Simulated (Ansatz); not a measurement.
# Relaxing a frame of liquid dimethyl carbonate from 300 K (180 atoms)

Aim: bring a frame of liquid dimethyl carbonate from 300 K (180 atoms) to a nearby minimum of the energy and see what moves.

Method: Kohn-Sham DFT, r2SCAN+D3(BJ), PAW (set soft_2), plane waves, in Ansatz 0.2.0.

Report form: the programs' logs are mostly left out.

## Step 1: Set-up

The cell holds 180 atoms: 45 C, 45 O and 90 H. Cell: a = 12.788 Å, b = 12.788 Å, c = 12.788 Å, α = 90.0°, β = 90.0°, γ = 90.0°. 15 dimethyl carbonate placed at random, at 1.07 g/cm³; overlaps pushed apart, then 10 ps at 400 K with MMFF94 bonds, angles, torsions, charges and radii (Halgren, J. Comput. Chem. 17, 490 (1996)) in harmonic and 12-6 forms. Snapshot after 20 ps at 300 K and fixed volume. The density is a measured one.

What the set-up can't give: The network of contacts between molecules at the start is that of the classical potential that made the cell. Sampling is at Γ alone, for a cell whose shortest periodic width is 13 Å.

## Step 2: Single point at the start

A single point comes first, to see the forces before anything moves.

Input file input.yaml:

```yaml
crystal:
  lattice:
    - [12.78752, 0.0, 0.0]
    - [0.0, 12.78752, 0.0]
    - [0.0, 0.0, 12.78752]
  atoms:
    - { symbol: C, position: [0.01709, 0.3058, 0.42204] }
    - { symbol: O, position: [0.93797, 0.28566, 0.49525] }
    - { symbol: C, position: [0.86571, 0.36495, 0.50357] }
    - { symbol: O, position: [0.86968, 0.44788, 0.45891] }
    - { symbol: O, position: [0.79323, 0.33843, 0.57443] }
    - { symbol: C, position: [0.7189, 0.41598, 0.5961] }
    - { symbol: H, position: [0.0892, 0.26062, 0.44032] }
    - { symbol: H, position: [0.98954, 0.27662, 0.34779] }
    - { symbol: H, position: [0.03317, 0.39049, 0.41146] }
    - { symbol: H, position: [0.72512, 0.48791, 0.54656] }
    - { symbol: H, position: [0.72128, 0.42369, 0.6854] }
    - { symbol: H, position: [0.64349, 0.3773, 0.58557] }
    - { symbol: C, position: [0.65453, 0.94166, 0.92372] }
    - { symbol: O, position: [0.6447, 0.01081, 0.8391] }
    - { symbol: C, position: [0.71908, 0.99856, 0.76629] }
    - { symbol: O, position: [0.77721, 0.925, 0.75276] }
    - { symbol: O, position: [0.72316, 0.09223, 0.71464] }
    - { symbol: C, position: [0.80971, 0.10716, 0.64676] }
    - { symbol: H, position: [0.65753, 0.86156, 0.89492] }
    - { symbol: H, position: [0.72388, 0.96145, 0.96956] }
    - { symbol: H, position: [0.58514, 0.94672, 0.97208] }
    - { symbol: H, position: [0.8744, 0.14939, 0.68387] }
    - { symbol: H, position: [0.79763, 0.14865, 0.57317] }
    - { symbol: H, position: [0.83064, 0.02725, 0.62196] }
    - { symbol: C, position: [0.5295, 0.59832, 0.03633] }
    - { symbol: O, position: [0.43961, 0.6627, 0.03398] }
    - { symbol: C, position: [0.44038, 0.73807, 0.10432] }
    - { symbol: O, position: [0.51218, 0.76373, 0.16134] }
    - { symbol: O, position: [0.34316, 0.78247, 0.10568] }
    - { symbol: C, position: [0.33384, 0.86996, 0.16917] }
    - { symbol: H, position: [0.51756, 0.53374, 0.9776] }
    - { symbol: H, position: [0.59623, 0.64456, 0.00687] }
    [... 142 atom lines left out ...]
    - { symbol: H, position: [0.51144, 0.33526, 0.3082] }
    - { symbol: H, position: [0.56812, 0.20848, 0.32752] }
    - { symbol: H, position: [0.53027, 0.28706, 0.4382] }
    - { symbol: H, position: [0.78924, 0.40101, 0.09676] }
    - { symbol: H, position: [0.88459, 0.31196, 0.14635] }
    - { symbol: H, position: [0.90368, 0.44915, 0.16017] }
kpoints:
  mp_grid: { grid: [1, 1, 1] }
hamiltonian:
  xc: r2scan
  dispersion: d3bj
scf:
  occupations: { method: fixed }
output:
  forces: true
  stress: true
  populations: true
  dos:
    method: { smearing: { sigma: 0.1 } }
    de: 0.1
    projected: { site_lists: { C: [C], H: [H], O: [O] } }
  eigenvalues: true
```

Run with:

```console
$ ansatz run input.yaml --threads 4 --pin off --max-ram 8192MiB --backend cpu --events-out ev --progress --plain --runs-dir out
```

It took 45 s on 4 threads of Intel Xeon Platinum 8559C (Emerald Rapids), shared host; peak memory 5.8 GiB; 2.8 min of CPU time.

Notices of the run: dispersion damping borrowed.

Numbers from this run:

```
free energy                                      : -38326.0920 eV
free energy per atom                             : -212.9227 eV/atom
SCF cycles                                       : 11
pressure                                         : -1.807 GPa
r.m.s. force component                           : 0.9256 eV/Å
longest force                                    : 4.094 eV/Å
Fermi energy                                     : -2.265 eV
gap (highest filled to lowest empty level) : 5.928 eV
spilling of the projection                       : 0.01401
```

The r.m.s. force component of 0.93 eV/Å and the pressure of -1.8 GPa set the starting point.

Neighbours are counted within 1.34 Å (H-C), 1.73 Å (C-O).

Length of the force by element and coordination:

```
element  coordination  atoms  mean length of the force (eV/Å)  spread  least  most
      C           all     45                             1.99   0.747  0.567  4.09
      C             3     15                             1.89   0.636  0.594  2.91
      C             4     30                             2.04   0.791  0.567  4.09
      H           all     90                            0.964   0.488  0.206  2.26
      O           all     45                             1.63   0.884  0.159  3.97
      O             1     15                             1.70   0.787  0.509  3.73
      O             2     30                             1.59   0.927  0.159  3.97
```

## Step 3: Relaxation

The atoms are relaxed in the fixed cell, aiming at the force tolerance of the input.

input.yaml, the sections that differ from step 2:

```yaml
output:
  forces: true
relax:
  f_tol: 0.03
  max_steps: 200
# crystal, kpoints, hamiltonian, scf: as in step 2
```

Elapsed: 38 min, on 4 threads; peak memory 5.4 GiB; 2.4 h of CPU time.

The steps of the relaxation (22 of 99):

```
step  energy less that of the first step (eV)  largest force component (eV/Å)
   1                                   0.0000                          3.6695
   6                                  -7.5171                          0.4750
  10                                  -7.9543                          0.4674
  15                                  -8.1781                          0.3621
  20                                  -8.2773                          0.3095
  24                                  -8.3151                          0.1964
  29                                  -8.3392                          0.1256
  34                                  -8.3836                          0.2926
  38                                  -8.4351                          0.1246
  43                                  -8.4548                          0.0528
  48                                  -8.4601                          0.0437
  52                                  -8.4622                          0.0788
  57                                  -8.4655                          0.1172
  62                                  -8.4716                          0.0666
  66                                  -8.4786                          0.0605
  71                                  -8.4876                          0.0434
  76                                  -8.5011                          0.0625
  80                                  -8.5072                          0.0450
  85                                  -8.5123                          0.0264
  90                                  -8.5162                          0.0652
  94                                  -8.5212                          0.1006
  99                                  -8.5285                          0.0286
```

Relaxation steps 50, 61, 67 were tried and not accepted.

The atoms that moved most (Å):

```csv
atom,dx,dy,dz,length
H180,0.481,-2.840,0.380,2.905
H168,0.286,2.037,-1.288,2.427
H79,1.323,-0.709,-1.534,2.146
H179,-0.735,-1.952,-0.007,2.086
C174,0.137,-1.989,0.285,2.014
O173,0.211,-1.925,0.357,1.969
H152,-0.140,-0.225,-1.876,1.894
H69,0.327,-1.603,0.906,1.870
```

The relaxation changed the energy by -47.4 meV/atom, and atoms moved by 1.2 Å r.m.s., 2.9 Å at most.

## Step 4: Local order after relaxation

Bonds before and after, by the cutoffs listed below:

```csv
pair,bonds before,bonds after,mean before (Å),mean after (Å),spread before (Å),spread after (Å)
H-C,90,90,1.098,1.087,0.028,0.002
C-O,75,75,1.358,1.351,0.078,0.086
```

Density 1.07 g/cm³, 11.62 Å³ an atom.

g(r), total and by pair (bins of 0.2 Å):

| r (Å) | total | H-H | H-C | H-O | C-C | C-O | O-O |
| --- | --- | --- | --- | --- | --- | --- | --- |
| 1.00 | 4.00 | 0.00 | 16.00 | 0.00 | 0.00 | 0.00 | 0.00 |
| 1.20 | 0.52 | 0.00 | 0.00 | 0.00 | 0.00 | 4.11 | 0.00 |
| 1.40 | 1.64 | 0.00 | 0.00 | 0.00 | 0.00 | 13.05 | 0.00 |
| 1.60 | 0.00 | 0.00 | 0.00 | 0.00 | 0.00 | 0.00 | 0.00 |
| 1.80 | 1.47 | 5.85 | 0.00 | 0.00 | 0.00 | 0.00 | 0.00 |
| 2.00 | 1.09 | 0.00 | 0.00 | 4.37 | 0.00 | 0.00 | 0.00 |
| 2.20 | 0.46 | 0.00 | 0.00 | 0.00 | 0.00 | 0.00 | 7.37 |
| 2.40 | 0.41 | 0.24 | 0.00 | 0.24 | 4.56 | 0.00 | 0.00 |
| 2.60 | 1.41 | 0.97 | 1.73 | 2.09 | 0.00 | 1.73 | 0.00 |
| 2.80 | 0.55 | 0.74 | 0.16 | 1.31 | 0.00 | 0.00 | 0.00 |
| 3.00 | 0.50 | 0.73 | 0.49 | 0.72 | 0.00 | 0.09 | 0.00 |
| 3.20 | 0.83 | 0.66 | 1.57 | 0.76 | 0.00 | 0.48 | 0.47 |
| 3.40 | 1.02 | 0.97 | 1.22 | 0.44 | 0.29 | 2.23 | 1.06 |
| 3.60 | 0.93 | 0.80 | 1.17 | 0.69 | 0.56 | 1.32 | 1.01 |
| 3.80 | 1.21 | 0.71 | 0.98 | 2.16 | 1.70 | 0.80 | 0.57 |
| 4.00 | 0.96 | 1.06 | 1.06 | 0.82 | 1.14 | 0.77 | 0.92 |
| 4.20 | 1.14 | 1.36 | 0.84 | 1.34 | 1.45 | 0.94 | 0.65 |
| 4.40 | 1.08 | 1.09 | 0.92 | 1.08 | 1.99 | 0.90 | 1.19 |
| 4.60 | 1.04 | 0.84 | 1.03 | 1.17 | 1.69 | 0.73 | 1.25 |
| 4.80 | 1.21 | 1.19 | 1.64 | 1.06 | 0.93 | 0.88 | 1.04 |
| 5.00 | 1.03 | 1.19 | 1.27 | 0.78 | 0.73 | 1.02 | 0.72 |
| 5.20 | 1.06 | 1.08 | 1.12 | 1.02 | 1.07 | 1.08 | 0.91 |
| 5.40 | 0.96 | 0.85 | 1.01 | 0.88 | 0.96 | 1.29 | 0.91 |
| 5.60 | 1.01 | 1.03 | 1.01 | 0.96 | 0.92 | 1.10 | 1.05 |
| 5.80 | 1.01 | 1.22 | 0.92 | 0.97 | 0.61 | 1.18 | 0.78 |
| 6.00 | 0.91 | 0.91 | 0.77 | 1.02 | 1.09 | 0.89 | 0.91 |
| 6.20 | 0.97 | 1.01 | 0.91 | 0.96 | 1.01 | 0.80 | 1.32 |

Bonds by pair of elements; cutoffs follow the first minimum of g(r), held within bounds set by covalent radii, and pairs that aren't listed don't count as bonded:

| pair A-B | cutoff (Å) | bonds | mean length (Å) | spread (Å) | shortest (Å) | B about A | A about B |
| --- | --- | --- | --- | --- | --- | --- | --- |
| H-C | 1.34 | 90 | 1.09 | 0.002 | 1.08 | 1 | 2 |
| C-O | 1.73 | 75 | 1.35 | 0.086 | 1.21 | 1.67 | 1.67 |

How many atoms have how many bonded neighbours:

```csv
element,mean,1,2,3,4
C,3.67,0,0,15,30
H,1,90,0,0,0
O,1.67,15,30,0,0
```

Bond angles (no mean is given where the spread exceeds 20°):

```
angle  count  mean (°)  spread (°)
H-C-H     90       110         0.6
H-C-O     90       109         2.2
O-C-O     45       120         8.5
C-O-C     30       115         0.4
```

Bond length by coordination (bonds to H left out):

```csv
element,coordination,atoms,mean bond length (Å)
C,3,15,1.29
C,4,30,1.44
O,1,15,1.21
O,2,30,1.39
```

Counting bonds as in the table, 67 % of C atoms have 4, all H atoms have 1 and 67 % of O atoms have 2 bonded neighbours. The H-C-H angle averages 110° with a spread of 0.6°. Bonds at O atoms with 1 neighbour average 1.21 Å, against 1.39 Å at those with 2.

## Step 5: Single point at the relaxed geometry

The electronic structure is read at the final geometry, in a run of its own.

Input file input.yaml:

```yaml
crystal:
  lattice:
    - [12.78752, 0.0, 0.0]
    - [0.0, 12.78752, 0.0]
    - [0.0, 0.0, 12.78752]
  atoms:
    - { symbol: C, position: [0.00243, 0.31524, 0.47603] }
    - { symbol: O, position: [0.91501, 0.31074, 0.54693] }
    - { symbol: C, position: [0.84703, 0.38906, 0.53691] }
    - { symbol: O, position: [0.85216, 0.45989, 0.47461] }
    - { symbol: O, position: [0.77202, 0.37587, 0.60852] }
    - { symbol: C, position: [0.69421, 0.45704, 0.60895] }
    - { symbol: H, position: [0.04658, 0.24404, 0.49011] }
    - { symbol: H, position: [0.97423, 0.31714, 0.39577] }
    - { symbol: H, position: [0.0495, 0.38444, 0.49212] }
    - { symbol: H, position: [0.73109, 0.53345, 0.61428] }
    - { symbol: H, position: [0.64661, 0.44212, 0.67768] }
    - { symbol: H, position: [0.64776, 0.4542, 0.53773] }
    - { symbol: C, position: [0.64551, 0.95305, 0.93354] }
    - { symbol: O, position: [0.67384, 0.03493, 0.86165] }
    - { symbol: C, position: [0.72978, 0.00296, 0.77951] }
    - { symbol: O, position: [0.75726, 0.91412, 0.76228] }
    - { symbol: O, position: [0.75008, 0.08634, 0.72049] }
    - { symbol: C, position: [0.81015, 0.06581, 0.62716] }
    - { symbol: H, position: [0.60505, 0.8907, 0.89219] }
    - { symbol: H, position: [0.71486, 0.9231, 0.97281] }
    - { symbol: H, position: [0.5933, 0.98978, 0.98947] }
    - { symbol: H, position: [0.88242, 0.0255, 0.64716] }
    - { symbol: H, position: [0.826, 0.14214, 0.59368] }
    - { symbol: H, position: [0.76432, 0.01876, 0.57316] }
    - { symbol: C, position: [0.55427, 0.61604, 0.92577] }
    - { symbol: O, position: [0.46645, 0.68223, 0.95006] }
    - { symbol: C, position: [0.48225, 0.74846, 0.02873] }
    - { symbol: O, position: [0.56174, 0.75735, 0.07934] }
    - { symbol: O, position: [0.39447, 0.80322, 0.04239] }
    - { symbol: C, position: [0.39593, 0.87526, 0.12863] }
    - { symbol: H, position: [0.52869, 0.56703, 0.8614] }
    - { symbol: H, position: [0.62149, 0.66322, 0.90359] }
    [... 142 atom lines left out ...]
    - { symbol: H, position: [0.56074, 0.34845, 0.40114] }
    - { symbol: H, position: [0.53629, 0.21342, 0.38116] }
    - { symbol: H, position: [0.57624, 0.25904, 0.50736] }
    - { symbol: H, position: [0.83156, 0.2984, 0.14054] }
    - { symbol: H, position: [0.82708, 0.1593, 0.14578] }
    - { symbol: H, position: [0.94127, 0.22707, 0.18987] }
kpoints:
  mp_grid: { grid: [1, 1, 1] }
hamiltonian:
  xc: r2scan
  dispersion: d3bj
scf:
  occupations: { method: fixed }
output:
  forces: true
  stress: true
  populations: true
  dos:
    method: { smearing: { sigma: 0.15 } }
    de: 0.1
    projected: { site_lists: { C: [C], H: [H], O: [O] } }
  eigenvalues: true
  write_density: true
  write_potential: true
  volumetric_format: npy
```

Wall time 49 s (4 threads); peak memory 5.8 GiB.

The program notes that the exchange-correlation potential is rough where the density is thin.

Numbers from this run:

* free energy: -38334.6204 eV
* free energy per atom: -212.9701 eV/atom
* SCF cycles: 11
* pressure: -0.4602 GPa
* r.m.s. force component: 0.00501 eV/Å
* longest force: 0.03957 eV/Å
* Fermi energy: -2.347 eV
* gap (highest filled to lowest empty level): 6.258 eV
* spilling of the projection: 0.01443

Löwdin charges by element and coordination (they lack the spilled electrons, 0.043 e an atom on average):

| element | coordination | atoms | mean charge (e) | spread | least | most |
| --- | --- | --- | --- | --- | --- | --- |
| C | all | 45 | 0.110 | 0.457 | -0.224 | 0.762 |
| C | 3 | 15 | 0.755 | 0.0044 | 0.748 | 0.762 |
| C | 4 | 30 | -0.213 | 0.0038 | -0.224 | -0.204 |
| H | all | 90 | 0.208 | 0.0126 | 0.186 | 0.234 |
| O | all | 45 | -0.353 | 0.0856 | -0.486 | -0.284 |
| O | 1 | 15 | -0.473 | 0.0059 | -0.486 | -0.464 |
| O | 2 | 30 | -0.292 | 0.0039 | -0.299 | -0.284 |

States in the cell by windows of 1 eV, zero at the Fermi level; the larger projections on atomic orbitals stand beside the total:

```csv
from (eV),to (eV),total,O p,C p,H s,O s
-10,-9,0.0,0.0,0.0,0.0,0.0
-9,-8,7.1,1.9,1.7,1.3,0.9
-8,-7,34.0,11.3,9.4,5.2,3.6
-7,-6,34.1,15.9,13.3,2.6,1.4
-6,-5,45.2,24.5,11.1,3.0,5.3
-5,-4,60.7,19.1,26.7,12.5,1.1
-4,-3,46.1,15.6,20.3,8.5,1.1
-3,-2,52.4,17.3,19.5,12.3,2.3
-2,-1,23.9,14.0,4.5,3.7,1.1
-1,0,80.4,68.0,4.8,6.6,0.0
0,1,6.1,5.9,0.1,0.1,0.0
1,5,0.0,0.0,0.0,0.0,0.0
```

With fixed occupations the program's Fermi level is the highest filled level; weight inside the gap is the broadening of levels at its edges.

Between -24 and -10 eV lie 150 more states.

The levels nearest the highest filled one (over half full), pooled over k-points and spins:

```
level less the highest filled one (eV)  occupation
                                -0.134           2
                                -0.130           2
                                -0.103           2
                               -0.0328           2
                               -0.0129           2
                                     0           2
                                  6.26           0
                                  6.74           0
                                  6.77           0
                                  6.83           0
                                  6.86           0
                                  6.89           0
```

(Part 1 of 2 ends here.)

[Logs are printed without paths, hosts, clocks, repeated set-up lines and the standing remarks that a program may print on its own settings, such as how far it seeks lower states.]

[Hosts, paths, dates, database ids (printed as entryN), source tags and the programs' standing remarks are cut or masked in the printed files.]

[The MMFF94 radii named for the starting cell were scaled by 0.96; in molecules described by MMFF94, hydrogen bound to N, O or S took a small fixed 12-6 site in their place.]
